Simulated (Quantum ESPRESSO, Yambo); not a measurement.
# A GW chain in Yambo: LuBi2O4Cl (P4/mmm), part 3 of 3

How does a plane-wave GW calculation on LuBi2O4Cl (P4/mmm) run from the first input to the gap?

Quantum ESPRESSO 7.5 and Yambo 5.3.0; PBEsol and many-body steps on it, plane waves. Known limits of the many-body steps: not at the basis limit; no spin-orbit coupling; coarse k mesh.

So far. Step 3 (Bands along the symmetry lines): The gap is 1.125 eV, as in the run before at this level. Step 4 (Empty states on the mesh, 4×4×1 mesh, 590 bands): On this mesh the gap is 1.125 eV.

## (5) Conversion and set-up

This step: Yambo 5.3.0; conversion and set-up on PBEsol, plane waves, norm-conserving pseudopotentials.

The states are converted to the many-body program's format and the q mesh is built.

Run with:

```bash
$ (cd o/x.save; p2y > p2y.log; mv SAVE ../..); yambo > setup.log
```

Log:

```text
 Yambo, version 5.3.0

 [02] CORE Variables Setup
 =========================

  [02.01] Unit cells
  ==================

  Cell kind             :  Unknown
  Atoms in the cell     :  Lu  Bi  Cl  O
  number of Lu atoms    :  1
  number of Bi atoms    :  2
  number of Cl atoms    :  1
  number of O  atoms    :   4

  List of atomic masses
  Mass of Lu    :  174.9700
  Mass of Bi    :  208.9800
  Mass of Cl    :  35.45000
  Mass of O     :  15.99900

  List of atomic coordinates    : [cc]
  Lu1       :  0.000000  0.000000  0.000000  order 1
  Bi1       :   3.61240   3.61240  12.03778  order 2
  Bi2       :  3.612400  3.612400  4.697631  order 3
  Cl1       :  0.000000  0.000000  8.367707  order 4
  O1       :   3.61240   0.00000  14.19163  order 5
  O2       :   0.00000   3.61240  14.19163  order 6
  O3       :  3.612400  0.000000  2.543783  order 7
  O4       :  0.000000  3.612400  2.543783  order 8

  Alat factors          :   7.22480   7.22480  16.73541 [a.u.]
  Direct lattice volume :  873.5510 [a.u.]
  Direct lattice vectors:  A[ 1 ]  A[ 2 ]  A[ 3 ]
   A[ 1 ]:  1.000000  0.000000  0.000000  [iru]
   7.224801  0.000000  0.000000  [cc]
   A[ 2 ]:  0.000000  1.000000  0.000000  [iru]
   0.000000  7.224801  0.000000  [cc]
   A[ 3 ]:  0.000000  0.000000  1.000000  [iru]
    0.00000   0.00000  16.73541  [cc]

  Recip. lattice volume :  0.283956 [a.u.]
  Recip. lattice vectors:  B[ 1 ]  B[ 2 ]  B[ 3 ]
   B[ 1 ]:  1.000000  0.000000  0.000000  [iku]
   0.869669  0.000000  0.000000  [cc]
   B[ 2 ]:  0.000000  1.000000  0.000000  [iku]
   0.000000  0.869669  0.000000  [cc]
   B[ 3 ]:  0.000000  0.000000  1.000000  [iku]
   0.000000  0.000000  0.375442  [cc]

  [02.02] Symmetries
  ==================

  Inversion symmetry    : yes
  Spatial inversion     : yes
  Inversion index       :   9
  K-space Time-reversal : no
  Magnetic symmetries   : no
  Group table correct   : yes
  Symmetries units      :  [cc]

   [S  1]:  1.000000  0.000000  0.000000  0.000000  1.000000  0.000000  0.000000  0.000000  1.000000
   [S  2]: -1.000000  0.000000  0.000000  0.000000 -1.000000  0.000000  0.000000  0.000000  1.000000
   [S  3]: -1.000000  0.000000  0.000000  0.000000  1.000000  0.000000  0.000000  0.000000 -1.000000
[...]
[... 4 further rows ...]
   [S 15]:  0.000000  1.000000  0.000000 -1.000000  0.000000  0.000000  0.000000  0.000000 -1.000000
   [S 16]:  0.000000 -1.000000  0.000000  1.000000  0.000000  0.000000  0.000000  0.000000 -1.000000

  [02.03] Reciprocal space
  ========================

  nG shells         :   6202
  nG charge         :  104163
  nG WFs            :  15651
  nC WFs            :  13050
  G-vecs. in first 80 shells:  [ Number ]
     1    3    5    9   17   19   27   31   39
    47   55   57   65   73   77   85   87   95
   103  111  127  135  143  159  167  183  185
[...]
K_min[ 2 ] :  0.000000  0.250000  0.000000 [rlu]
  Grid dimensions      :   4   4
  K lattice UC volume  :  0.017747 [a.u.]

  IBZ K-points                                      :   6
  BZ  K-points                                      :  16

  K/Q-points units:
  rlu = crystal or reduced units; cc = cartesian coordinates; iku = interal k-units

  K [1]          [rlu]:  0.000000  0.000000  0.000000
         WF components:  12987
  K [2]          [rlu]:  0.000000  0.250000  0.000000
         WF components:  12982
  K [3]          [rlu]:  0.000000 -0.500000  0.000000
         WF components:  13050
  K [4]          [rlu]:  0.250000  0.250000  0.000000
         WF components:  13004
  K [5]          [rlu]:  0.250000 -0.500000  0.000000
         WF components:  13018
  K [6]          [rlu]: -0.500000 -0.500000  0.000000
         WF components:  13048

  [02.05] Energies & Occupations
  ==============================

  [X] === General ===
  [X] Electronic Temperature                        :  0.000000  0.000000 [eV K]
  [X] Bosonic    Temperature                        :  0.000000  0.000000 [eV K]
  [X] Finite Temperature mode                       : no
  [X] El. density                                   :  0.78797E+24 [cm-3]
  [X] Fermi Level                                   :  11.22736 [eV]

  [X] === Gaps and Widths ===
  [X] Conduction Band Min                           :  1.125207 [eV]
  [X] Valence Band Max                              :  0.000000 [eV]
  [X] Filled Bands                                  :   51
  [X] Empty Bands                                   :    52   590
  [X] Direct Gap                                    :  1.513456 [eV]
  [X] Direct Gap localized at k                     :  1
  [X] Indirect Gap                                  :  1.125207 [eV]
  [X] Indirect Gap between kpts                     :   6   1
  [X] Last valence band width                       :  0.786197 [eV]
  [X] 1st conduction band width                     :  2.661999 [eV]

  E @ K [1]:  [eV]
  -152.6817 -152.6817  -90.7269  -90.7268  -90.7083  -90.7083  -90.7083  -90.7083
[...]
occ @ K [1]
[...]
E @ K [2]:  [eV]
[...]
occ @ K [2]
[...]
E @ K [3]:  [eV]
[...]
occ @ K [3]
[...]
E @ K [4]:  [eV]
[...]
occ @ K [4]
[...]
E @ K [5]:  [eV]
[...]
occ @ K [5]
[...]
E @ K [6]:  [eV]
[...]
occ @ K [6]
[...]
0.000000  0.000000  0.000000  0.000000  0.000000  0.000000  0.000000  0.000000
   0.000000  0.000000  0.000000  0.000000  0.000000  0.000000  0.000000  0.000000

 [03] Transferred momenta grid and indexing
 ==========================================

 IBZ Q-points                                      :   6
 BZ  Q-points                                      :  16

 K/Q-points units:
 rlu = crystal or reduced units; cc = cartesian coordinates; iku = interal k-units

 Q [1]          [rlu]:  0.000000  0.000000  0.000000
 Q [2]          [rlu]:  0.000000  0.250000  0.000000
 Q [3]          [rlu]:  0.000000 -0.500000  0.000000
 Q [4]          [rlu]:  0.250000  0.250000  0.000000
 Q [5]          [rlu]:  0.250000 -0.500000  0.000000
 Q [6]          [rlu]: -0.500000 -0.500000  0.000000

  [03.01] X indexes
  =================

   [03.01.01] Sigma indexes
   ========================

 [06] Game Over & Game summary
```

The job ended after 4.8 s (1 MPI rank of Arm Neoverse V1, shared host; peak memory 0.25 GiB).

## (6) Screening and self-energy, 4×4×1 mesh, 271 bands, screening to 156.5 eV

G0W0 replaces the xc potential by the self-energy, built once from these orbitals. Only a window of levels is corrected, while the sums run over the empty bands that the input names.

This step: G0W0 on PBEsol, plane waves, norm-conserving pseudopotentials.

The input, gw2.in:

```
HF_and_locXC
gw0
dyson
ppa
em1d
rim_cut
RandQpts= 1000000
RandGvec= 1 RL
EXXRLvcs= 92 Ry
VXCRLvcs= 368 Ry
Chimod= "HARTREE"
% BndsRnXp
 1 | 271 |
%
NGsBlkXp= 11.5 Ry
% LongDrXp
 1 | 1 | 1 |
%
% GbndRnge
 1 | 271 |
%
DysSolver= "n"
ExtendOut
PPAPntXp= 27.21138 eV
% QPkrange
 6 | 6 | 50 | 53 |
 1 | 1 | 50 | 53 |
%
```

Run with:

```bash
$ OMP_NUM_THREADS=1 mpirun -n 8 yambo -F gw2.in -J gw2 -C gw2 > gw2.log
```

Log:

```text
 Yambo, version 5.3.0

 [02] CORE Variables Setup
 =========================

  [... cell, symmetries and grids as in the set-up ...]

  [02.05] Energies & Occupations
  ==============================

  [X] === General ===
  [X] Electronic Temperature                        :  0.000000  0.000000 [eV K]
  [X] Bosonic    Temperature                        :  0.000000  0.000000 [eV K]
  [X] Finite Temperature mode                       : no
  [X] El. density                                   :  0.78797E+24 [cm-3]
  [X] Fermi Level                                   :  11.22736 [eV]

  [X] === Gaps and Widths ===
  [X] Conduction Band Min                           :  1.125207 [eV]
  [X] Valence Band Max                              :  0.000000 [eV]
  [X] Filled Bands                                  :   51
  [X] Empty Bands                                   :    52   590
  [X] Direct Gap                                    :  1.513456 [eV]
  [X] Direct Gap localized at k                     :  1
  [X] Indirect Gap                                  :  1.125207 [eV]
  [X] Indirect Gap between kpts                     :   6   1
  [X] Last valence band width                       :  0.786197 [eV]
  [X] 1st conduction band width                     :  2.661999 [eV]

 [03] Transferred momenta grid and indexing
 ==========================================

 IBZ Q-points                                      :   6
 BZ  Q-points                                      :  16

 K/Q-points units:
 rlu = crystal or reduced units; cc = cartesian coordinates; iku = interal k-units

 Q [1]          [rlu]:  0.000000  0.000000  0.000000
 Q [2]          [rlu]:  0.000000  0.250000  0.000000
 Q [3]          [rlu]:  0.000000 -0.500000  0.000000
 Q [4]          [rlu]:  0.250000  0.250000  0.000000
 Q [5]          [rlu]:  0.250000 -0.500000  0.000000
 Q [6]          [rlu]: -0.500000 -0.500000  0.000000

 [04] Coloumb potential Random Integration (RIM)
 ===============================================

  [04.01] RIM initialization
  ==========================

  * Diagonal components only detected *

  8 x (sBL volume)        :  0.141978 [a.u.]
  sBZ random points       :  1000000
  Points outside the sBZ  :   7992674
  RL volume               :  0.283956 [a.u.]
  Integrated volume       :  0.284216 [a.u.]

  [04.02] RIM integrals
  =====================

  Gamma point sphere radius             :  0.094629 [a.u.]
  Points outside the sphere             :   799651
  [Int_sBZ(q=0) 1/q^2]*(Vol_sBZ)^(-1/3) =:  7.425606
                                 should be <:  7.795600

  Summary of Coulomb integrals for non-metallic bands |Q|[au] RIM/Bare

  Q [1] 0.100000E-4 0.952538 * Q [2] 0.217417 0.906566
  Q [4] 0.307474 0.966048 * Q [3] 0.434834 0.977944
  Q [5] 0.486160 0.984476 * Q [6] 0.614949 0.990485

 [WARNING] [Xp] User bands 1-271 break level degeneracy

 [05] Dipoles
 ============

  [05.01] Setup: observables and procedures
  =========================================

  [WARNING] [x,Vnl] slows the Dipoles computation. To neglect it rename the ns.kb_pp file

 [06] Dynamic Dielectric Matrix (PPA)
 ====================================

 [SLK-Inversion]  Pools        :  2
 [SLK-Inversion]  BLACS grid   :  2  2

 [WR./gw2//ndb.pp]---------------------------------------------------------------
  Brillouin Zone Q/K grids (IBZ/BZ)                :   6  16   6  16
  RL vectors                                       :  15651 [WF]
  Coulomb cutoff potential                         : none
  Electronic Temperature                           :  0.000000 [K]
  Bosonic    Temperature                           :  0.000000 [K]
  PPA    diel. fun.  energies                      : Perdew, Burke & Ernzerhof SOL(X)+Perdew, Burke & Ernzerhof SOL(C)
  wavefunctions                                    : Perdew, Burke & Ernzerhof SOL(X)+Perdew, Burke & Ernzerhof SOL(C)
  Global Gauge                                     : length
  X matrix size                                    :   591
  X band range                                     :    1  271
  X e/h energy range                               : -1.000000 -1.000000 [eV]
  X Time ordering                                  : R
  X Hxc Kernel                                     : HARTREE
  X Drude frequency                                :  0.000000  0.000000
  X poles                                          :  100.0000 [o/o]
  RL vectors in the sum                            :  15651
  [r,Vnl] included                                 : yes
  Field direction                                  :  0.577350E-5  0.577350E-5  0.577350E-5
  BZ energy Double Grid                            : no
  BZ energy DbGd points                            : 0
  BZ Q point size factor                           : -1.000000
  X Optical Averaged directions                    : none

 [07] Local Exchange-Correlation + Non-Local Fock
 ================================================

 [VXC] Plane waves :  104163
 [EXS] Plane waves :  13003

 QP @ state[ 1 ] K range:  1  1
 QP @ state[ 1 ] b range:   50   53
 QP @ state[ 2 ] K range:   6   6
 QP @ state[ 2 ] b range:   50   53

 [xc] Functional : Perdew, Burke & Ernzerhof SOL(X)+Perdew, Burke & Ernzerhof SOL(C)
 [xc] LIBXC used to calculate xc functional
  PP Number of Atomic Species                      :   4
  NLCC RL compoments                               :  104163
  PP Number of Atomic Species                      :   4
  NLCC RL compoments                               :  104163

 [xc] E_xc :  -71.31147 [Ha]
      E_xc :  -142.6229 [Ry]

  Local XC kind (lXC) : Perdew, Burke & Ernzerhof SOL(X)+Perdew, Burke & Ernzerhof SOL(C)
  Non-Local XC kind (nlXC) : Hartree-Fock

  Corrections @ K [1] :  [eV]
 <50|nlXC|50> = -26.42748  0.21935E-16 <50|lXC|50> = -21.78628  0.37763E-15
 <51|nlXC|51> = -23.72651 -0.33173E-17 <51|lXC|51> = -20.09624  0.000000
 <52|nlXC|52> = -8.227579 -0.28915E-17 <52|lXC|52> = -12.12347  0.18882E-15
 <53|nlXC|53> = -9.006582  0.24086E-17 <53|lXC|53> = -13.47468  0.000000

  Corrections @ K [6] :  [eV]
 <50|nlXC|50> = -24.58848 -0.20225E-16 <50|lXC|50> = -20.35511 -0.18882E-15
 <51|nlXC|51> = -27.10154  0.29056E-17 <51|lXC|51> = -22.59797 -0.18882E-15
 <52|nlXC|52> = -9.954057 -0.38323E-17 <52|lXC|52> = -14.04053 -0.47204E-16
 <53|nlXC|53> = -9.954412  0.85527E-18 <53|lXC|53> = -14.04053  0.47204E-16

  [07.01] Hartree-Fock occupations report
  =======================================

  [Hartree-Fock] === General ===
  [Hartree-Fock] Electronic Temperature             :  0.000000  0.000000 [eV K]
  [Hartree-Fock] Bosonic    Temperature             :  0.000000  0.000000 [eV K]
  [Hartree-Fock] Finite Temperature mode            : no
  [Hartree-Fock] El. density                        :  0.78797E+24 [cm-3]
  [Hartree-Fock] Fermi Level                        :  11.22736 [eV]

  [Hartree-Fock] === Gaps and Widths ===
  [Hartree-Fock] Conduction Band Min                :  2.775113 [eV]
  [Hartree-Fock] Valence Band Max                   : -0.369601 [eV]
  [Hartree-Fock] Filled Bands                       :   51
  [Hartree-Fock] Empty Bands                        :    52   590
  [Hartree-Fock] Direct Gap                         :  3.321844 [eV]
  [Hartree-Fock] Direct Gap localized at k          :  2
  [Hartree-Fock] Indirect Gap                       :  3.144713 [eV]
  [Hartree-Fock] Indirect Gap between kpts          :  2  3
  [Hartree-Fock] Last valence band width            :  4.133965 [eV]
  [Hartree-Fock] 1st conduction band width          :  4.978978 [eV]

 [08] Dyson equation: Newton solver
 ==================================

  [08.01] G0W0 (W PPA)
  ====================

  [  GW  ] Bands range     :    1  271
  [GW/PPA] G damping       :  0.100000 [eV]

  QP @ state[ 1 ] K range:  1  1
  QP @ state[ 1 ] b range:   50   53
  QP @ state[ 2 ] K range:   6   6
  QP @ state[ 2 ] b range:   50   53

   Sc/G bands                                       :    1  271
   Sc/G damping                                     :  0.100000 ev
   Sc bands terminator                              : no
   Sx RL components                                 :  13003

   QP @ state[ 1 ] K range                          :  1  1
   QP @ state[ 1 ] b range                          :   50   53
   QP @ state[ 2 ] K range                          :   6   6
   QP @ state[ 2 ] b range                          :   50   53
   GF energies kind                                 : Perdew, Burke & Ernzerhof SOL(X)+Perdew, Burke & Ernzerhof SOL(C)
   GF WF`s kind                                     : Perdew, Burke & Ernzerhof SOL(X)+Perdew, Burke & Ernzerhof SOL(C)
   Xs energies kind                                 : Perdew, Burke & Ernzerhof SOL(X)+Perdew, Burke & Ernzerhof SOL(C)
   Xs WF`s kind                                     : Perdew, Burke & Ernzerhof SOL(X)+Perdew, Burke & Ernzerhof SOL(C)

 [11] Game Over & Game summary
```

It took 4.9 min on 8 MPI ranks; peak memory 7.4 GiB; 39 min of CPU time.

Numbers from this step:

| Item | Value |
| --- | --- |
| G0W0 gap on the points computed | 1.286 eV |
| starting gap on the mesh | 1.125 eV |
| k of the valence top | -0.5, -0.5, 0 |
| k of the conduction bottom | 0, 0, 0 |
| least direct G0W0 gap on the computed points | 1.984 eV |
| Z at the valence top | 0.7766 |
| Z at the conduction bottom | 0.8394 |

The gap on the mesh goes from 1.13 eV to 1.29 eV, a correction of +0.16 eV.

Limits: finite bands, cutoff and mesh; no spin-orbit coupling; coarse k mesh. v1 is the top filled band, c1 the lowest empty one. Levels before and after the correction, in eV, zero at the valence-band top of each column:

```tsv
	conduction bottom	valence top
Kohn-Sham	1.13	0.00
G0W0	1.29	0.00
```

```tsv
	level	energy (eV)
Kohn-Sham	Γ v2	-0.798
Kohn-Sham	Γ v1	-0.388
Kohn-Sham	Γ c1	1.125
Kohn-Sham	Γ c2	3.862
Kohn-Sham	(-0.5 -0.5 0) v2	-0.855
Kohn-Sham	(-0.5 -0.5 0) v1	0.000
Kohn-Sham	(-0.5 -0.5 0) c1-c2	3.668
G0W0	Γ v2	-0.978
G0W0	Γ v1	-0.699
G0W0	Γ c1	1.286
G0W0	Γ c2	4.224
G0W0	(-0.5 -0.5 0) v2	-1.296
G0W0	(-0.5 -0.5 0) v1	0.000
G0W0	(-0.5 -0.5 0) c1-c2	4.089
```

## (7) Where the time went

Times are wall times on the hardware named with each run, good to a factor of about two.

```tsv
step	time	share	memory (GiB)
ground state	80 s	13 %	1.7
bands along the symmetry lines	41 s	7 %	1.3
empty states on the mesh	3.2 min	31 %	3.4
conversion and set-up	4.8 s	1 %	0.25
screening and self-energy	4.9 min	48 %	7.4
```

## (8) Results

```
PBEsol gap           : 1.13 eV, indirect
G0W0 gap on the mesh : 1.29 eV
GW settings          : 4×4×1 mesh, 271 bands, screening to 156.5 eV, Godby-Needs plasmon pole
known limits         : not at the basis limit; no spin-orbit coupling; coarse k mesh
```

In words: G0W0 moves the gap on the mesh from 1.13 eV to 1.29 eV (+0.16 eV), with Z of 0.78 and 0.84 at the edges. Only 2 of the mesh's irreducible points were corrected, so a valley elsewhere could overtake. The dearest step here is «screening and self-energy». Bands and cutoff are finite, so the gap is not at the basis limit. The miss can reach some tenths of an eV and take either sign; the mesh is an error of its own. In the G0W0 run levels were corrected at 2 k points alone, so a gap called «on the mesh» is the least over those, and an edge elsewhere would be missed. The 4×4×1 mesh is coarse for this cell, which bears on the long-range parts of exchange and screening. Mesh or cutoff lie under what a gap needs, so these runs test behaviour and cost; their gaps are not to be quoted. Where an edge is built on 6p states of lead, bismuth or thallium, scalar-relativistic gaps usually stand too wide, by a few tenths to over one eV. The many-body steps are scalar-relativistic: spin-orbit coupling is not in them.

[Paths, hosts, dates, memory and timing lines, banners, echoed tables and standing remarks are left out of the program output.]

[Logs are printed without paths, hosts, clocks, repeated set-up lines and the standing remarks that a program may print on its own settings, such as how far it seeks lower states.]

[Runs of the session that timed out or met a known fault of the program may be left out.]

[Hosts, paths, dates, database ids (printed as entryN), source tags and the programs' standing remarks are cut or masked in the printed files.]
